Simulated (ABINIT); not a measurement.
# AlSbSe3 (Pm-3m): zone-centre phonons, part 2 of 3

Which modes does AlSbSe3 (Pm-3m) have at the zone centre?

ABINIT 10.8.3; DFT LDA, scalar-relativistic, plane waves, HGH norm-conserving pseudopotentials.

So far. Step 4 (Relaxation): The volume changes by +0.6 % in this run and stands -5.5 % from the first cell. Step 5 (Ground state): The cell stands at -1.1 GPa: the relaxation ran with a smoothed and higher cutoff, and the difference is a stress of the finite basis. The relaxed cell has a = 4.797 Å (conventional setting).

The structure was built from a prototype and need not be the compound's stable phase.

## (6) Linear response at Γ

At q = 0 one unit cell holds all displacements. The response is solved for single atoms along the cell's directions, and symmetry skips those that follow from others. The crystal is treated as a metal, which screens a static field, so no field response is asked.

dfpt_gamma.abi

```

# common to the responses
getwfk_filepath "gso_WFK"
kptopt 2
nqpt 1
qpt 0.0 0.0 0.0
asr 0
chneut 0

# displacements
rfphon 1
rfatpol 1 5
rfdir 1 1 1
tolvrs 1.0d-10
prtwf 0

# basis, mesh and filling
ecut 20.0
ixc 7
ngkpt 6 6 6
nshiftk 1
shiftk 0.0 0.0 0.0
istwfk *1
occopt 3
tsmear 0.01
nband 20
nstep 100
diemac 1000000.0
prtebands 0
prtgsr 0

# cell and atoms
acell 3*1.0 Angstrom
rprim 
    4.79664983 0.0 0.0
    0.0 4.79664983 0.0
    0.0 0.0 4.79664983
ntypat 3
znucl 51 13 34
natom 5
typat 1 2 3 3 3
xred 
    0.0 0.0 0.0
    0.5 0.5 0.5
    0.5 0.5 0.0
    0.5 0.0 0.5
    0.0 0.5 0.5
pp_dirpath "./pseudo"
pseudos "Sb.hgh, Al.hgh, Se.hgh"
```

Started as:

```console
$ OMP_NUM_THREADS=1 mpirun -n 4 abinit dfpt_gamma.abi > dfpt_gamma.log
```

Numbers of over 12 decimals in the logs are rounded to 6 here.

dfpt_gamma.abo, the main output file:

```text
[banners, grids, parts of the stress and lines that vanish by symmetry left out]
- input  file    -> dfpt_gamma.abi
- output file    -> dfpt_gamma.abo
- root for input  files -> dfpt_gammai
- root for output files -> dfpt_gammao

 Symmetries : space group Pm -3 m (#221); Bravais cP (primitive cubic)
================================================================================
 Values of the parameters that define the memory need of the present run (RF).
     intxc =       0      iscf =       7    lmnmax =       6     lnmax =       6
     mgfft =      40  mpssoang =       3    mqgrid =    3001     natom =       5
  nloc_mem =       1    nspden =       1   nspinor =       1    nsppol =       1
      nsym =      48    n1xccc =       0    ntypat =       3    occopt =       3
   xclevel =       1
-    mband =          20        mffmem =           1         mkmem =          28
-   mkqmem =          28        mk1mem =          28           mpw =        3203
      nfft =       64000          nkpt =         112
- my_mband =          20
================================================================================
================================================================================

--------------------------------------------------------------------------------
------------- Echo of variables that govern the present computation ------------
--------------------------------------------------------------------------------
-
- outvars: echo of selected default values
-   iomode0 =  0 , fftalg0 =312 , wfoptalg0 =  0
-
- outvars: echo of global parameters not present in the input file
-  max_nthreads =    1
-
 -outvars: echo values of preprocessed input variables
 [... echo left out ...]
================================================================================

 chkinp: Checking input parameters for consistency.

[...]
== DATASET  1 ==================================================================
-   mpi_nproc: 4, omp_nthreads: 1 (-1 if OMP is not activated)

--- !DatasetInfo
iteration_state: {dtset: 1, }
dimensions: {natom: 5, nkpt: 112, mband: 20, nsppol: 1, nspinor: 1, nspden: 1, mpw: 3203, }
cutoff_energies: {ecut:  20.0, pawecutdg:  -1.0, }
electrons: {nelect:   2.60000000E+01, charge:   0.00000000E+00, occopt:   3.00000000E+00, tsmear:   1.00000000E-02, }
meta: {optdriver: 1, rfphon: 1, }
...

 mkfilename: getwfk from: gso_WFK

 Exchange-correlation functional for the present dataset will be:
  LDA: Perdew-Wang 92 LSD fit to Ceperley-Alder data - ixc=7
 Citation for XC functional:
  J.P.Perdew and Y.Wang, PRB 45, 13244 (1992)

 Real(R)+Recip(G) space primitive vectors, cartesian coordinates (Bohr,Bohr^-1):
 R(1)=  9.0643545  0.0000000  0.0000000  G(1)=  0.1103223  0.0000000  0.0000000
 R(2)=  0.0000000  9.0643545  0.0000000  G(2)=  0.0000000  0.1103223  0.0000000
 R(3)=  0.0000000  0.0000000  9.0643545  G(3)=  0.0000000  0.0000000  0.1103223
 Unit cell volume ucvol=  7.4475023E+02 bohr^3
 Angles (23,13,12)=  9.00000000E+01  9.00000000E+01  9.00000000E+01 degrees
 setup1 : take into account q-point for computing boxcut.

 getcut: wavevector=  0.0000  0.0000  0.0000  ngfft=  40  40  40
         ecut(hartree)=     20.000   => boxcut(ratio)=   2.19201

--- Pseudopotential description ------------------------------------------------
- pspini: atom type   1  psp file is ./pseudo/Sb.hgh

- pspini: atom type   2  psp file is ./pseudo/Al.hgh

- pspini: atom type   3  psp file is ./pseudo/Se.hgh

   1.39336649E+03                                ecore*ucvol(ha*bohr**3)
--------------------------------------------------------------------------------

 ==>  initialize data related to q vector <==

 The list of irreducible perturbations for this q vector is:
    1)    idir= 1    ipert=   1
    2)    idir= 1    ipert=   2
    3)    idir= 1    ipert=   3
    4)    idir= 3    ipert=   3

[...]
The perturbation idir=   2  ipert=   1 is
 symmetric of a previously calculated perturbation.
 So, its SCF calculation is not needed.

 The perturbation idir=   3  ipert=   1 is
 symmetric of a previously calculated perturbation.
 So, its SCF calculation is not needed.

 The perturbation idir=   2  ipert=   2 is
 symmetric of a previously calculated perturbation.
 So, its SCF calculation is not needed.

 The perturbation idir=   3  ipert=   2 is
 symmetric of a previously calculated perturbation.
 So, its SCF calculation is not needed.

[...]
The perturbation idir=   2  ipert=   5 is
 symmetric of a previously calculated perturbation.
 So, its SCF calculation is not needed.

 The perturbation idir=   3  ipert=   5 is
 symmetric of a previously calculated perturbation.
 So, its SCF calculation is not needed.

--------------------------------------------------------------------------------
 Perturbation wavevector (in red.coord.)   0.000000  0.000000  0.000000
 Perturbation : displacement of atom   1   along direction   1
 Found     8 symmetries that leave the perturbation invariant.

[...]
dfpt_looppert : total number of electrons, from k and k+q
  fully or partially occupied states are    2.600000E+01 and    2.600000E+01.
 Initialisation of the first-order wave-functions :
  ireadwf=   0

--- !BeginCycle
iteration_state: {dtset: 1, }
solver: {iscf: 7, nstep: 100, nline: 4, wfoptalg: 0, }
tolerances: {tolvrs: 1.00E-10, }
...

     iter   2DEtotal(Ha)        deltaE(Ha) residm    vres2
-ETOT  1   68.182099956515     -1.031E+02 5.241E+00 2.068E+05
 ETOT  2  -1.903182     -7.009E+01 3.478E-01 9.325E+02
 ETOT  3  -2.355637     -4.525E-01 4.288E-02 2.188E+02
 ETOT  4  -2.422247     -6.661E-02 1.015E-03 1.476E+00
 ETOT  5  -2.422702     -4.542E-04 5.988E-04 1.170E-03
[...]
At SCF step   10       vres2   =  3.30E-11 < tolvrs=  1.00E-10 =>converged.
[...]
Mean square residual over all n,k,spin=   28.605E-11; max=  16.372E-08

 Thirteen components of 2nd-order total energy (hartree) are
 1,2,3: 0th-order hamiltonian combined with 1st-order wavefunctions
     kin0=   1.47145886E+02 eigvalue=  -1.18083677E+00  local=  -3.36622979E+01
 4,5,6: 1st-order hamiltonian combined with 1st and 0th-order wfs
 loc psp =  -1.80357568E+02  Hartree=   3.42268218E+01     xc=  -1.59269674E+01
 note that "loc psp" includes a xc core correction that could be resolved
 7,8,9: eventually, occupation + non-local contributions
    edocc=   1.11390389E+01     enl0=   3.19486791E+01   enl1=  -1.67023081E+02
 1-9 gives the relaxation energy (to be shifted if some occ is /=2.0)
   erelax=  -1.73690324E+02
 10,11,12 Non-relaxation  contributions : frozen-wavefunctions and Ewald
 fr.local=   4.13893520E+01 fr.nonlo=   8.13560096E+01  Ewald=   4.85222606E+01
 13,14 Frozen wf xc core corrections (1) and (2)
 frxc 1  =   0.00000000E+00  frxc 2 =   0.00000000E+00
 Resulting in :
 2DEtotal=   -0.2422702183E+01 Ha. Also 2DEtotal=   -0.659250848567E+02 eV
    (2DErelax=   -1.7369032440E+02 Ha. 2DEnonrelax=    1.7126762222E+02 Ha)
    (  non-var. 2DEtotal :   -2.4227019630E+00 Ha)

[...]
Perturbation wavevector (in red.coord.)   0.000000  0.000000  0.000000
 Perturbation : displacement of atom   2   along direction   1
 Found     8 symmetries that leave the perturbation invariant.

[...]
dfpt_looppert : total number of electrons, from k and k+q
  fully or partially occupied states are    2.600000E+01 and    2.600000E+01.
 Initialisation of the first-order wave-functions :
  ireadwf=   0

--- !BeginCycle
iteration_state: {dtset: 1, }
solver: {iscf: 7, nstep: 100, nline: 4, wfoptalg: 0, }
tolerances: {tolvrs: 1.00E-10, }
...

     iter   2DEtotal(Ha)        deltaE(Ha) residm    vres2
-ETOT  1   51.033868809211     -8.706E+00 2.938E-01 1.178E+05
[...]
At SCF step   11       vres2   =  2.56E-11 < tolvrs=  1.00E-10 =>converged.
[...]
Mean square residual over all n,k,spin=   19.854E-10; max=  12.959E-07

 Thirteen components of 2nd-order total energy (hartree) are
 1,2,3: 0th-order hamiltonian combined with 1st-order wavefunctions
     kin0=   5.97526334E+01 eigvalue=  -3.56322563E-01  local=  -5.12310272E+01
 4,5,6: 1st-order hamiltonian combined with 1st and 0th-order wfs
 loc psp =   1.84960049E+01  Hartree=   1.46322539E+01     xc=  -4.20116827E+00
 note that "loc psp" includes a xc core correction that could be resolved
 7,8,9: eventually, occupation + non-local contributions
    edocc=   2.86935730E+00     enl0=   3.20146610E+01   enl1=  -1.25456780E+02
 1-9 gives the relaxation energy (to be shifted if some occ is /=2.0)
   erelax=  -5.34803879E+01
 10,11,12 Non-relaxation  contributions : frozen-wavefunctions and Ewald
 fr.local=  -5.81454258E+01 fr.nonlo=   8.59996998E+01  Ewald=   3.18860570E+01
 13,14 Frozen wf xc core corrections (1) and (2)
 frxc 1  =   0.00000000E+00  frxc 2 =   0.00000000E+00
 Resulting in :
 2DEtotal=    0.6259943006E+01 Ha. Also 2DEtotal=    0.170341727014E+03 eV
    (2DErelax=   -5.3480387921E+01 Ha. 2DEnonrelax=    5.9740330927E+01 Ha)
    (  non-var. 2DEtotal :    6.2599431582E+00 Ha)

[...]
Perturbation wavevector (in red.coord.)   0.000000  0.000000  0.000000
 Perturbation : displacement of atom   3   along direction   1
 Found     4 symmetries that leave the perturbation invariant.

[...]
dfpt_looppert : total number of electrons, from k and k+q
  fully or partially occupied states are    2.600000E+01 and    2.600000E+01.
 Initialisation of the first-order wave-functions :
  ireadwf=   0

--- !BeginCycle
iteration_state: {dtset: 1, }
solver: {iscf: 7, nstep: 100, nline: 4, wfoptalg: 0, }
tolerances: {tolvrs: 1.00E-10, }
...

     iter   2DEtotal(Ha)        deltaE(Ha) residm    vres2
-ETOT  1   258.91331733073     -2.164E+02 8.363E+00 6.761E+05
[...]
At SCF step   12       vres2   =  3.05E-12 < tolvrs=  1.00E-10 =>converged.
[...]
Mean square residual over all n,k,spin=   13.520E-11; max=  59.727E-09

 Thirteen components of 2nd-order total energy (hartree) are
 1,2,3: 0th-order hamiltonian combined with 1st-order wavefunctions
     kin0=   4.69317268E+02 eigvalue=  -4.02143913E+00  local=  -2.67124117E+02
 4,5,6: 1st-order hamiltonian combined with 1st and 0th-order wfs
 loc psp =  -2.41224885E+02  Hartree=   1.21647672E+02     xc=  -4.28867151E+01
 note that "loc psp" includes a xc core correction that could be resolved
 7,8,9: eventually, occupation + non-local contributions
    edocc=   1.91196750E+01     enl0=   1.80355694E+02   enl1=  -7.11591189E+02
 1-9 gives the relaxation energy (to be shifted if some occ is /=2.0)
   erelax=  -4.76408037E+02
 10,11,12 Non-relaxation  contributions : frozen-wavefunctions and Ewald
 fr.local=   9.50269987E+01 fr.nonlo=   3.57601425E+02  Ewald=   2.27168149E+01
 13,14 Frozen wf xc core corrections (1) and (2)
 frxc 1  =   0.00000000E+00  frxc 2 =   0.00000000E+00
 Resulting in :
 2DEtotal=   -0.1062798844E+01 Ha. Also 2DEtotal=   -0.289202298396E+02 eV
    (2DErelax=   -4.7640803726E+02 Ha. 2DEnonrelax=    4.7534523842E+02 Ha)
    (  non-var. 2DEtotal :   -1.0627987094E+00 Ha)

[...]
Perturbation wavevector (in red.coord.)   0.000000  0.000000  0.000000
 Perturbation : displacement of atom   3   along direction   3
 Found     8 symmetries that leave the perturbation invariant.

--------------------------------------------------------------------------------

--------------------------------------------------------------------------------

 dfpt_looppert : total number of electrons, from k and k+q
  fully or partially occupied states are    2.600000E+01 and    2.600000E+01.
 Initialisation of the first-order wave-functions :
  ireadwf=   0

--- !BeginCycle
iteration_state: {dtset: 1, }
solver: {iscf: 7, nstep: 100, nline: 4, wfoptalg: 0, }
tolerances: {tolvrs: 1.00E-10, }
...

     iter   2DEtotal(Ha)        deltaE(Ha) residm    vres2
-ETOT  1   340.01540258995     -1.670E+02 1.536E+00 8.294E+05
[...]
ETOT 11   11.716140320339      2.785E-12 1.138E-06 3.073E-10
 ETOT 12   11.716140320326     -1.370E-11 1.801E-07 1.747E-12

 At SCF step   12       vres2   =  1.75E-12 < tolvrs=  1.00E-10 =>converged.
[...]
Mean square residual over all n,k,spin=   31.176E-11; max=  18.015E-08

 Thirteen components of 2nd-order total energy (hartree) are
 1,2,3: 0th-order hamiltonian combined with 1st-order wavefunctions
     kin0=   4.61986308E+02 eigvalue=   6.64146669E-01  local=  -2.61384381E+02
 4,5,6: 1st-order hamiltonian combined with 1st and 0th-order wfs
 loc psp =  -2.25015788E+02  Hartree=   1.34247117E+02     xc=  -4.41752538E+01
 note that "loc psp" includes a xc core correction that could be resolved
 7,8,9: eventually, occupation + non-local contributions
    edocc=   3.17549419E+01     enl0=   1.72187463E+02   enl1=  -7.65544895E+02
 1-9 gives the relaxation energy (to be shifted if some occ is /=2.0)
   erelax=  -4.95280342E+02
 10,11,12 Non-relaxation  contributions : frozen-wavefunctions and Ewald
 fr.local=  -1.17052383E+00 fr.nonlo=   3.87238599E+02  Ewald=   1.20928407E+02
 13,14 Frozen wf xc core corrections (1) and (2)
 frxc 1  =   0.00000000E+00  frxc 2 =   0.00000000E+00
 Resulting in :
 2DEtotal=    0.1171614032E+02 Ha. Also 2DEtotal=    0.318812419568E+03 eV
    (2DErelax=   -4.9528034168E+02 Ha. 2DEnonrelax=    5.0699648200E+02 Ha)
    (  non-var. 2DEtotal :    1.1716140378E+01 Ha)

[...]
---- first-order wavefunction calculations are completed ----

 ==> Compute Derivative Database <==

 [... matrices left out ...]
  Phonon wavevector (reduced coordinates) :  0.00000  0.00000  0.00000
 Phonon energies in Hartree :
  -5.118271E-04 -5.118271E-04 -5.118271E-04 -3.180461E-04 -3.180461E-04
  -3.180461E-04  1.766449E-05  1.766449E-05  1.766449E-05  2.250035E-04
   2.250035E-04  2.250035E-04  1.593535E-03  1.593535E-03  1.593535E-03
 Phonon frequencies in cm-1    :
- -1.123331E+02 -1.123331E+02 -1.123331E+02 -6.980305E+01 -6.980305E+01
- -6.980305E+01  3.876907E+00  3.876907E+00  3.876907E+00  4.938256E+01
-  4.938256E+01  4.938256E+01  3.497406E+02  3.497406E+02  3.497406E+02

== END DATASET(S) ==============================================================
================================================================================

 -outvars: echo values of variables after computation
            acell      1.8897261259E+00  1.8897261259E+00  1.8897261259E+00 Bohr
           etotal      1.1716140320E+01
            fcart      0.0000000000E+00  0.0000000000E+00  0.0000000000E+00
           strten      0.0000000000E+00  0.0000000000E+00  0.0000000000E+00
================================================================================
```

Run time: 2.3 min. Hardware: 4 MPI ranks of Arm Neoverse V1, shared host.

Numbers from this step:

| Property | Result |
| --- | --- |
| largest acoustic frequency at the zone centre before the sum rule | 3.88 cm⁻¹ |
| highest optical zone-centre mode (no LO-TO term) | 349.7 cm⁻¹ |
| lowest optical zone-centre mode | -112.3 cm⁻¹ |

The acoustic modes at Γ come out as far as 3.9 cm⁻¹ from zero, where they should vanish, a small numerical error. The lowest optical mode is imaginary, 112i cm⁻¹, an instability at this level and on this k mesh.

[end of part 2 of 3]

[Host names and launcher messages were left out of these logs when they were recorded.]

[Logs are printed without paths, hosts, clocks, repeated set-up lines and the standing remarks that a program may print on its own settings, such as how far it seeks lower states.]

[Hosts, paths, dates, database ids (printed as entryN), source tags and the programs' standing remarks are cut or masked in the printed files.]
